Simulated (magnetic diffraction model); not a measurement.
## Solving a magnetic structure from powder neutron data: Cu2H3S3Cl

Space group P2_1/m (no. 11), a = 6.5690 Å, b = 6.8740 Å, c = 6.5710 Å, β = 92.69°.

```csv
site,atom,x,y,z
2d,Cu,1/2,0,1/2
2e,Cu,0.5126,3/4,0.0004
2e,Cl,0.8670,3/4,0.7091
4f,S,0.3684,0.9853,0.8199
2e,S,0.6742,1/4,0.6324
4f,H,0.2498,0.6683,0.9850
2e,H,0.0525,3/4,0.4713
```

The compound is invented for this exercise: a known structure type with other elements, its cell scaled to their sizes and not relaxed.

Only Cu is taken to order (form factors of Cu2+); orders and moment sizes are assumed, and not adapted to the symmetry. Radiation: neutrons of λ = 2.52 Å, 1.5° to 60°; isotropic B of 0.29 Å² (Cu), 0.42 Å² (Cl), 0.34 Å² (S) and 0.56 Å² (H). Simulated constant-wavelength pattern: nuclear and magnetic terms add, the magnetic one as |2.695 fm × Σ f S⊥ exp(2πi Q·r) exp(−B s²)|², summed over all Q at one angle with the factor 1/(sin²θ cos θ). For a modulated order the moment at position r is S exp(−2πi k·r) + c.c., with S = m/2 for a sine wave of amplitude m and S = m(u + iv)/2 for moments turning in a plane, u and v being orthogonal unit vectors in it; the phase factor of the sum at Q = H + k is then exp(2πi H·r). Free-ion form factors, Sears's scattering lengths of 1992, no absorption; a label names one of the reflections at its angle. The strongest nuclear line in the range is 100, and lines under 0.2 are left out.

Above the ordering temperature:

```tsv
2θ (°)	index	I
22.14	(0 0 1)	10.3
22.14	(1 0 0)	100.0
30.74	(1 0 -1)	7.2
30.78	(0 1 1)	19.9
30.79	(1 1 0)	52.9
32.26	(1 0 1)	2.9
37.60	(1 1 -1)	0.8
38.88	(1 1 1)	37.8
45.15	(0 0 2)	4.8
45.17	(2 0 0)	23.6
48.89	(0 2 1)	10.7
48.89	(1 2 0)	4.2
49.81	(1 0 -2)	60.1
49.82	(2 0 -1)	39.2
50.36	(0 1 2)	2.2
50.37	(2 1 0)	25.0
51.86	(1 0 2)	13.5
53.79	(1 2 -1)	0.3
54.68	(1 1 -2)	8.4
54.69	(2 1 -1)	8.9
54.77	(1 2 1)	67.9
56.60	(1 1 2)	1.4
```
(The table stops after 22 lines; 1 more lie at higher angle.)

Below it (cell unchanged):

```tsv
2θ (°)	I
5.50	67.1
22.14	10.3
22.14	100.0
22.57	1.9
23.09	1.9
30.74	7.2
30.78	19.9
30.79	52.9
32.26	2.9
37.60	0.8
38.88	37.8
39.26	1.1
44.55	0.7
45.15	4.8
45.17	23.6
45.26	0.4
45.82	0.4
46.39	0.8
46.49	0.7
48.89	10.7
48.89	4.2
49.81	60.1
49.82	39.2
50.36	2.2
50.37	25.0
51.18	0.6
51.60	0.6
51.86	13.5
51.97	0.7
52.35	0.6
53.79	0.3
54.68	8.4
54.69	8.9
54.77	67.9
55.34	0.4
56.57	0.6
```
(The table stops after 36 lines; 5 more lie at higher angle.)

**Question.** Find the propagation vector, then choose among these models:
A. moments turning in the plane of [100] and [010], 0.96 μB on Cu; signs + at (1/2, 0, 1/2), + at (1/2, 1/2, 1/2), + at (0.5126, 3/4, 0.0004), + at (0.4874, 1/4, 0.9996)
B. a sine wave with moments along [010] (amplitudes given), 0.96 μB on Cu; signs + at (1/2, 0, 1/2), + at (1/2, 1/2, 1/2), + at (0.5126, 3/4, 0.0004), + at (0.4874, 1/4, 0.9996)
C. a sine wave with moments along [100] (amplitudes given), 0.96 μB on Cu; signs + at (1/2, 0, 1/2), + at (1/2, 1/2, 1/2), + at (0.5126, 3/4, 0.0004), + at (0.4874, 1/4, 0.9996)
D. moments turning in the plane of [010] and [001], 0.96 μB on Cu; signs + at (1/2, 0, 1/2), + at (1/2, 1/2, 1/2), + at (0.5126, 3/4, 0.0004), + at (0.4874, 1/4, 0.9996)

The new lines index as (0 0 1/4) at 5.50°, (1 0 -1/4) at 22.57°, (1 0 1/4) at 23.09° and (0 0 7/4) at 39.26°, that is as H ± k with k = (0 0 1/4). Satellites come in pairs about each point of the reciprocal lattice.

Magnetic intensity, observed (below minus above) and for each model:

| 2θ (°) | index | observed | A | B | C | D |
| --- | --- | --- | --- | --- | --- | --- |
| 5.50 | (0 0 1/4) | 67.1 | 67.1 | 33.5 | 33.5 | 33.6 |
| 22.57 | (1 0 -1/4) | 1.9 | 1.9 | 1.9 | <0.2 | 3.6 |
| 23.09 | (1 0 1/4) | 1.9 | 1.9 | 1.8 | <0.2 | 3.5 |
| 45.26 | (2 0 -1/4) | 0.4 | 0.4 | 0.4 | <0.2 | 0.8 |
| 45.82 | (2 0 1/4) | 0.4 | 0.4 | 0.4 | <0.2 | 0.8 |
| 46.39 | (0 2 3/4) | 0.8 | 0.8 | <0.2 | 0.8 | 0.8 |
| 51.60 | (1 2 -3/4) | 0.6 | 0.6 | <0.2 | 0.5 | 0.7 |
| 51.97 | (0 2 5/4) | 0.7 | 0.7 | <0.2 | 0.6 | 0.6 |

Model A matches.

The structure used: k = (0 0 1/4), moments turning in the plane of [100] and [010], 0.96 μB on Cu; signs + at (1/2, 0, 1/2), + at (1/2, 1/2, 1/2), + at (0.5126, 3/4, 0.0004), + at (0.4874, 1/4, 0.9996).

[Logs are printed without paths, hosts, clocks, repeated set-up lines and the standing remarks that a program may print on its own settings, such as how far it seeks lower states.]
